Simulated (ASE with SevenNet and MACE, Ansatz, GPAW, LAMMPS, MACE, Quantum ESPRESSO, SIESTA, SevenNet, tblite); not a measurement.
**Running rapidly quenched Si24Mg76 (at. %) (110 atoms) with machine-learned potentials**

Aim: run rapidly quenched Si24Mg76 (at. %) (110 atoms) in machine-learned potentials and see how near its forces come to a plane-wave reference, and at what cost.

Method: the method is named at each step, in ASE with SevenNet and MACE.

## Step 1: Set-up

The cell holds 110 atoms: 26 Si and 84 Mg. Its edges and angles: a = 13.533 Å, b = 13.533 Å, c = 13.533 Å, α = 90.0°, β = 90.0°, γ = 90.0°. 110 atoms (26 Si, 84 Mg) placed at random at 1.75 g/cm³, melted at 2000 K for 10 ps at fixed volume with the MEAM Al-Si-Mg-Cu-Fe potential (Jelinek et al., Phys. Rev. B 85, 245102 (2012)). Quenched from 2000 K to 300 K at 5 K/ps and zero pressure, held 5 ps.

The yardstick, on the same geometry:

```
method                 : Kohn-Sham DFT, PBE, SSSP efficiency 1.3.0 pseudopotentials, plane waves (Quantum ESPRESSO 7.5); sssp-pbe-1.3.0-efficiency, cutoffs 45/360 Ry, Γ point
r.m.s. force component : 0.3326 eV/Å
longest force          : 1.452 eV/Å
pressure               : -1.376 GPa
time                   : 16 min on 1 thread of Arm Neoverse V2, shared host
CPU time               : 16 min
```

## Step 2: SevenNet l3i5 potential

Method: machine-learned interatomic potential SevenNet l3i5, trained on PBE(+U) plane-wave data.

Contents of run.py:

```python
import numpy as np
from ase.io import read
import mlip  # loads the published weights by name

atoms = read("structure.xyz")
atoms.calc = mlip.calc("7net-l3i5")
energy = atoms.get_potential_energy()
forces = atoms.get_forces()
print(f"energy {energy:.6f} eV")
print("forces (eV/A)")
for i, (a, f) in enumerate(zip(atoms, forces)):
    print(f"{i:4d} {a.symbol:2s} {f[0]:10.5f} {f[1]:10.5f} {f[2]:10.5f}")
stress = -atoms.get_stress(voigt=False) * 160.21766
print("stress (GPa, compression positive)")
for row in stress:
    print(" ".join(f"{x:10.4f}" for x in row))
```

Contents of structure.xyz:

```xyz
110
Lattice="13.53281 0.00000 0.00000 0.00000 13.53281 0.00000 0.00000 0.00000 13.53281" Properties=species:S:1:pos:R:3 pbc="T T T"
Si 2.56244 12.27751 9.59747
Si 6.23226 12.58308 9.11164
Si 12.96606 9.26429 11.71914
Si 6.62418 7.31029 9.52656
Si 9.44468 1.83045 11.00745
Si 9.93484 1.51216 6.38153
Si 12.92627 0.76460 4.46380
Si 12.98690 10.06597 6.36191
Si 2.24239 2.52630 7.25169
Si 4.48450 6.16122 0.34901
Si 1.80325 10.46966 2.26539
Si 12.05936 0.34103 1.78998
Si 6.06270 8.48900 1.44909
Si 11.27242 8.80187 1.62719
Si 6.33714 0.90156 13.52564
Si 4.21033 9.49665 6.80213
Si 10.43298 11.13074 9.74444
Si 0.96814 6.88143 9.12883
Si 5.56577 3.71273 9.10569
Si 3.84981 6.46435 4.98779
Si 2.11166 2.51372 2.02640
Si 9.29163 4.44201 1.70906
Si 5.07250 1.44923 3.29876
Si 9.08336 11.60466 4.91282
Si 7.85918 8.86900 5.53641
Si 10.71677 7.89721 11.43387
Mg 10.56804 9.07402 4.20681
Mg 4.70942 12.52651 11.73024
Mg 1.81204 7.77027 6.19207
Mg 8.99824 6.29682 6.12982
Mg 10.51161 10.32242 12.59918
Mg 6.97792 11.32087 13.39112
Mg 4.85070 1.92788 6.15337
Mg 12.61150 11.53401 3.78540
Mg 4.53918 12.40566 7.11203
Mg 2.36743 0.96340 4.77519
Mg 1.72476 6.09937 3.41798
Mg 1.27587 13.21195 2.37650
Mg 5.44398 6.14890 2.78952
Mg 4.94949 8.74030 4.32928
Mg 10.31796 3.09008 8.72149
Mg 6.11074 7.20852 6.68670
Mg 1.35585 12.72003 12.39348
Mg 8.32444 6.63635 3.15314
Mg 8.14364 9.61533 11.02532
Mg 4.80266 3.20971 1.12931
Mg 8.64584 12.46845 7.61532
Mg 0.46336 8.25068 0.70168
Mg 9.96082 4.78940 11.45390
Mg 11.55404 12.56088 6.40264
Mg 4.04049 10.23162 0.40247
Mg 2.31235 4.46190 13.23346
Mg 6.91662 4.12859 6.71972
Mg 3.88987 4.69534 7.08064
Mg 13.07933 6.53026 11.54119
Mg 2.10070 9.95419 11.46026
[... 50 atom lines left out ...]
Mg 1.65439 9.68733 8.43568
Mg 2.48449 7.18335 11.71765
Mg 3.18021 8.02103 1.67861
Mg 10.09236 0.43454 3.78905
```

On the command line:

```sh
$ OMP_NUM_THREADS=1 python run.py > output.txt
```

The log of the run:

```text
energy -257.461365 eV
forces (eV/A)
   0 Si   -0.47338   -0.23564    0.12429
   1 Si    0.41843    0.51001    0.44698
   2 Si   -0.25154    0.21232    0.24042
   3 Si    0.35672    0.98013    0.22150
   4 Si   -0.13945   -0.08557    0.32595
   5 Si   -0.29726    0.00104    0.41236
   6 Si    0.03701   -0.53317   -0.13381
   7 Si    0.18475   -0.10557   -0.13695
   8 Si   -0.12884   -0.18689   -0.24573
   9 Si    0.17009   -0.39477   -0.94659
  10 Si   -0.18902   -0.29400   -0.12419
  11 Si   -0.18740   -0.21235   -0.04714
  12 Si   -0.28387   -0.23318   -0.50360
  13 Si    0.09817    0.12009    0.16418
  14 Si    0.04814    0.03335   -0.06572
  15 Si   -0.29523    0.31800    0.42012
  16 Si   -0.46099   -0.00704   -0.32173
  17 Si    0.31098   -0.05154   -0.25553
  18 Si   -0.09247   -0.81713   -0.33780
  19 Si    0.18278   -0.69914    0.00761
  20 Si    0.44721    0.26129    0.44130
  21 Si    0.03725    0.07899   -0.16843
  22 Si    0.00719   -0.36724    0.38560
  23 Si    0.30907   -0.02694   -0.23887
[...]
102 Mg   -0.07497    0.01874    0.62020
 103 Mg   -0.19347   -0.08314    0.21414
 104 Mg   -0.22300    0.01820    0.32100
 105 Mg   -0.12566   -0.24156   -0.17918
 106 Mg    0.22381    0.12393   -0.19546
 107 Mg    0.30777   -0.35113    0.26535
 108 Mg   -0.08793   -0.27298    0.44918
 109 Mg   -0.21960   -0.22610    0.12602
stress (GPa, compression positive)
   -1.7519     0.1501    -0.2347
    0.1501    -1.3397     0.3326
   -0.2347     0.3326    -1.7928
```

It took 9.2 s on 1 thread of Arm Neoverse V2, shared host; peak memory 1.2 GiB.

Banners, paths, timers and routine set-up lines are dropped from the logs unmarked, and long logs keep their key lines alone; longer cuts are marked.

Numbers from this run, and their distance from the reference:

- r.m.s. force component: 0.3008 eV/Å
- r.m.s. difference of force components: 102.6 meV/Å
- longest difference of force vectors: 446.3 meV/Å
- force difference over r.m.s. force: 30.84 %
- slope of forces against the reference's: 0.8613
- correlation of force components: 0.9525
- pressure: -1.628 GPa
- pressure difference: -0.2524 GPa

Length of the force difference by element (eV/Å):

| element | atoms | mean | most |
| --- | --- | --- | --- |
| Mg | 84 | 0.13 | 0.29 |
| Si | 26 | 0.24 | 0.45 |

A closer look about Mg48, which has 9 bonded neighbours where the commonest count for Mg is 10: 10 atoms, nearest first, numbered in the order of the input, with positions taken from that point.

| atom | x | y | z | distance (Å) | bonds | Fx | Fy | Fz (eV/Å) |
| --- | --- | --- | --- | --- | --- | --- | --- | --- |
| Mg48 | 0.00 | 0.00 | 0.00 | 0.00 | 9 | -0.21 | -0.65 | -0.31 |
| Mg79 | -0.89 | 2.64 | 0.03 | 2.79 | 10 | -0.38 | 0.54 | -0.22 |
| Mg109 | 2.72 | -0.23 | 0.98 | 2.90 | 8 | -0.09 | -0.27 | 0.45 |
| Si3 | -1.03 | 1.01 | -2.52 | 2.90 | 7 | -0.25 | 0.21 | 0.24 |
| Si14 | -2.72 | 0.55 | 0.93 | 2.93 | 9 | 0.10 | 0.12 | 0.16 |
| Si11 | 1.34 | 2.22 | 1.56 | 3.03 | 9 | -0.19 | -0.29 | -0.12 |
| Mg99 | -0.42 | 0.23 | 3.09 | 3.13 | 11 | -0.16 | 0.46 | -0.21 |
| Mg55 | -0.92 | -1.72 | -2.69 | 3.32 | 9 | 0.17 | -0.47 | -0.11 |
| Mg108 | 2.02 | -1.07 | -2.52 | 3.40 | 9 | 0.31 | -0.35 | 0.27 |
| Mg106 | -2.89 | -1.88 | -0.37 | 3.47 | 9 | -0.13 | -0.24 | -0.18 |

Atoms are counted from 1 here, from 0 in the log.

Forces lie 31 % from the reference's, at 0.0083 times its CPU time.

## Step 3: MACE MP-0b2 small potential

Method: machine-learned interatomic potential MACE MP-0b2 small, trained on PBE(+U) plane-wave data.

run.py, as its differences from that of step 2:

```diff
@@ -5,3 +5,3 @@
 atoms = read("structure.xyz")
-atoms.calc = mlip.calc("7net-l3i5")
+atoms.calc = mlip.calc("mace-mp-0b2-small")
 energy = atoms.get_potential_energy()
```

structure.xyz is that of step 2.

The log of the run:

```text
energy -259.104983 eV
forces (eV/A)
   0 Si   -0.41001   -0.15037    0.15885
   1 Si    0.46962    0.44008    0.42491
   2 Si   -0.16660    0.13919    0.19868
   3 Si    0.36282    0.98687    0.23460
   4 Si   -0.09388   -0.01012    0.35722
   5 Si   -0.25554    0.12149    0.35108
   6 Si   -0.01059   -0.44741   -0.13819
   7 Si    0.13654   -0.11254   -0.10306
   8 Si   -0.13795   -0.19472   -0.18610
   9 Si    0.10524   -0.39034   -0.96449
  10 Si   -0.09401   -0.26602   -0.18321
  11 Si   -0.14938   -0.22380   -0.06460
  12 Si   -0.22679   -0.12450   -0.47132
  13 Si    0.10977    0.07396    0.11479
  14 Si    0.08288   -0.01979   -0.05949
  15 Si   -0.23252    0.29603    0.43987
  16 Si   -0.49344    0.02947   -0.25305
  17 Si    0.25178   -0.03800   -0.18045
  18 Si   -0.12499   -0.79729   -0.35589
  19 Si    0.18938   -0.69864    0.03838
  20 Si    0.35188    0.28933    0.41021
  21 Si    0.06529    0.04617   -0.06390
  22 Si    0.07569   -0.34627    0.43398
  23 Si    0.30392    0.02815   -0.21411
[...]
102 Mg   -0.02011    0.04151    0.57348
 103 Mg   -0.17537   -0.05981    0.23213
 104 Mg   -0.14764    0.05530    0.29914
 105 Mg   -0.07218   -0.21655   -0.13704
 106 Mg    0.20870    0.12530   -0.14728
 107 Mg    0.25694   -0.36048    0.21355
 108 Mg   -0.05491   -0.25415    0.49124
 109 Mg   -0.20475   -0.30629    0.13379
stress (GPa, compression positive)
   -1.4134     0.1717    -0.2720
    0.1717    -1.0523     0.3636
   -0.2720     0.3636    -1.4329
```

Wall time 6.7 s (1 thread); peak memory 0.66 GiB.

Against the reference:

```
r.m.s. force component                  : 0.2838 eV/Å
r.m.s. difference of force components   : 110.2 meV/Å
longest difference of force vectors     : 462.1 meV/Å
force difference over r.m.s. force      : 33.15 %
slope of forces against the reference's : 0.8092
correlation of force components         : 0.9482
pressure                                : -1.3 GPa
pressure difference                     : 0.0762 GPa
```

Against the first run (31 %), the force difference from the reference is 33 %, at 0.72 times the CPU time.

## Step 4: MACE MP-0b3 medium potential

Method: machine-learned interatomic potential MACE MP-0b3 medium, trained on PBE(+U) plane-wave data.

run.py, as its differences from that of step 3:

```diff
@@ -5,3 +5,3 @@
 atoms = read("structure.xyz")
-atoms.calc = mlip.calc("mace-mp-0b2-small")
+atoms.calc = mlip.calc("mace-mp-0b3-medium")
 energy = atoms.get_potential_energy()
```

structure.xyz is that of step 3.

The log of the run:

```text
energy -258.942895 eV
forces (eV/A)
   0 Si   -0.39570   -0.14456    0.13272
   1 Si    0.44223    0.38593    0.37272
   2 Si   -0.13883    0.17396    0.20958
   3 Si    0.35968    0.94159    0.17540
   4 Si   -0.11470   -0.04076    0.32494
   5 Si   -0.22143    0.01375    0.37067
   6 Si    0.04448   -0.45500   -0.06049
   7 Si    0.12666   -0.08973   -0.12394
   8 Si   -0.09223   -0.20549   -0.25462
   9 Si    0.10767   -0.40521   -0.89566
  10 Si   -0.08101   -0.27795   -0.13632
  11 Si   -0.17595   -0.22849   -0.08067
  12 Si   -0.23814   -0.15257   -0.40247
  13 Si    0.10388    0.13128    0.07072
  14 Si    0.07833   -0.00231   -0.05006
  15 Si   -0.25375    0.24188    0.38348
  16 Si   -0.47696    0.02006   -0.24491
  17 Si    0.25541   -0.01672   -0.17107
  18 Si   -0.11282   -0.80967   -0.35017
  19 Si    0.21149   -0.65224    0.06200
  20 Si    0.43215    0.25691    0.43846
  21 Si    0.04014    0.06494   -0.07849
  22 Si    0.01379   -0.30692    0.37380
  23 Si    0.27917   -0.01776   -0.20011
[...]
102 Mg   -0.05195   -0.00534    0.55037
 103 Mg   -0.17211   -0.04803    0.22048
 104 Mg   -0.13705    0.05853    0.28373
 105 Mg   -0.09006   -0.18486   -0.12185
 106 Mg    0.21105    0.14882   -0.13483
 107 Mg    0.25847   -0.35482    0.23695
 108 Mg   -0.09363   -0.20954    0.48760
 109 Mg   -0.22234   -0.25503    0.15696
stress (GPa, compression positive)
   -1.5646     0.1759    -0.2700
    0.1759    -1.1832     0.3549
   -0.2700     0.3549    -1.5849
```

It took 7 s on 1 thread; peak memory 1 GiB.

Numbers from this run, and their distance from the reference:

| Property | Result |
| --- | --- |
| r.m.s. force component | 0.2804 eV/Å |
| r.m.s. difference of force components | 107.5 meV/Å |
| longest difference of force vectors | 505.7 meV/Å |
| force difference over r.m.s. force | 32.32 % |
| slope of forces against the reference's | 0.8033 |
| correlation of force components | 0.9526 |
| pressure | -1.444 GPa |
| pressure difference | -0.0685 GPa |

Against the first run (31 %), the force difference from the reference is 32 %, at 0.85 times the CPU time.

## Step 5: Side by side

Differences are against the plane-wave reference, forces as r.m.s. over components; share is that over the reference's r.m.s. force, slope the least-squares factor from reference forces to these. Total energies of different programs have different zeros and aren't compared.

| run | Δ force, r.m.s. (meV/Å) | share (%) | slope | Δ pressure (GPa) | cores | CPU time | memory (GiB) |
| --- | --- | --- | --- | --- | --- | --- | --- |
| reference | - | - | - | - | 1 | 16 min | 5.5 |
| SevenNet l3i5 potential | 103 | 30.8 | 0.861 | -0.252 | 1 | 8.2 s | 1.2 |
| MACE MP-0b2 small potential | 110 | 33.1 | 0.809 | 0.0762 | 1 | 5.9 s | 0.66 |
| MACE MP-0b3 medium potential | 107 | 32.3 | 0.803 | -0.0685 | 1 | 7 s | 1.0 |

Times of the machine-learned potentials are mostly Python's start and the loading of weights.

CPU time is summed over cores on a shared host, where runs went side by side, so it is rough. Symmetry, cutoffs, thresholds, outputs and thread counts weren't matched or tuned between programs; memory under MPI is the largest rank's times the ranks.

## Step 6: Outcome

```
nearest in forces : SevenNet l3i5 potential, 31 %
its CPU time      : 8.2 s
```

Machine-learned potentials differ by 31 % (SevenNet l3i5 potential) to 33 % (MACE MP-0b2 small potential); they were trained on other programs' data. Among those trained on PBE data the slope goes as low as 0.80. The reference's pressure holds the uncorrected Pulay stress of its 45 Ry basis, so small pressure differences, and their order, may be the reference's own error. Machine-learned potentials mimic data converged in k, so the reference's own k-point error enters their differences. The quench rate of 5 K/ps is many orders above laboratory rates, so the cell is likely richer in defects and strain than a real sample. The network of bonds at the start is that of the classical potential that made the cell, and needn't be the one that DFT or experiment would give. The electronic-structure runs sample only Γ, in a cell whose shortest periodic width is 14 Å, which is coarse for a cell with partly filled levels.

[Also dropped from logs without a mark: logging warnings of Python, and SIESTA's first energy breakdown and zero terms.]

[Logs are printed without paths, hosts, clocks, repeated set-up lines and the standing remarks that a program may print on its own settings, such as how far it seeks lower states.]

[Hosts, paths, dates, database ids (printed as entryN), source tags and the programs' standing remarks are cut or masked in the printed files.]
